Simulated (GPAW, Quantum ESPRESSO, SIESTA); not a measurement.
# Out-of-plane response of fcc Pt under biaxial strain, QE, PBE

Calculated with Quantum ESPRESSO 7.5: PBE; plane waves, GBRV 1.5 ultrasoft, 45/270 Ry; k-mesh 8×8×8. The first two cell vectors are strained alike from typed lattice constants; the third vector's length and the atoms are relaxed.

| in-plane strain (%) | 100 ln(c/c at zero strain) |
| --- | --- |
| -4 | 5.269 |
| -3 | 3.935 |
| -2 | 2.629 |
| -1 | 1.331 |
| 0 | 0 |
| +1 | -1.376 |
| +2 | -2.805 |
| +3 | -4.294 |
| +4 | ? |

**Question.** Fit a second-order form in the logarithmic strain to the rows given and extrapolate to the withheld row.

**Working.**

With u = ln[(1 + ε)/(1 + ε0)], counted from the row at ε0 = +0 % where y0 = 0, a second-order form y = y0 + a u + b u² makes v = (y − y0)/u a line in u.

```
         u         v
-0.0408220  -129.073
-0.0304592  -129.189
-0.0202027  -130.131
-0.0100503  -132.433
0.00995033  -138.287
 0.0198026  -141.648
 0.0295588  -145.270
```

With n = 7: mean u = -0.00603178, mean v = -135.147, Σ(u − ū)² = 0.0042136, Σ(u − ū)(v − v̄) = -1.0173. Slope b = -1.0173 / 0.0042136 = -241.42; intercept a = v̄ − b ū = -136.60.

At the withheld row u = 0.03922, v = a + b u = -146.1, and y = y0 + u v.

Prediction at +4: -5.729. The run gave -5.87, so the fit is high by 0.14 (2.4 % of the value).

The first-order term says that the third edge changes by -1.37 % for each per cent of in-plane stretch at ε0. The second-order term makes up 6.5 % of v at the withheld row. Among the rows given, the largest miss of the fit is at -4, by 0.095 (0.85 % of the range of the table).

Limits: The nuclei are static. The DFT runs use Fermi–Dirac occupations of width 0.1 eV, and energies are free energies.

[Logs are printed without paths, hosts, clocks, repeated set-up lines and the standing remarks that a program may print on its own settings, such as how far it seeks lower states.]

[Hosts, paths, dates, database ids (printed as entryN), source tags and the programs' standing remarks are cut or masked in the printed files.]
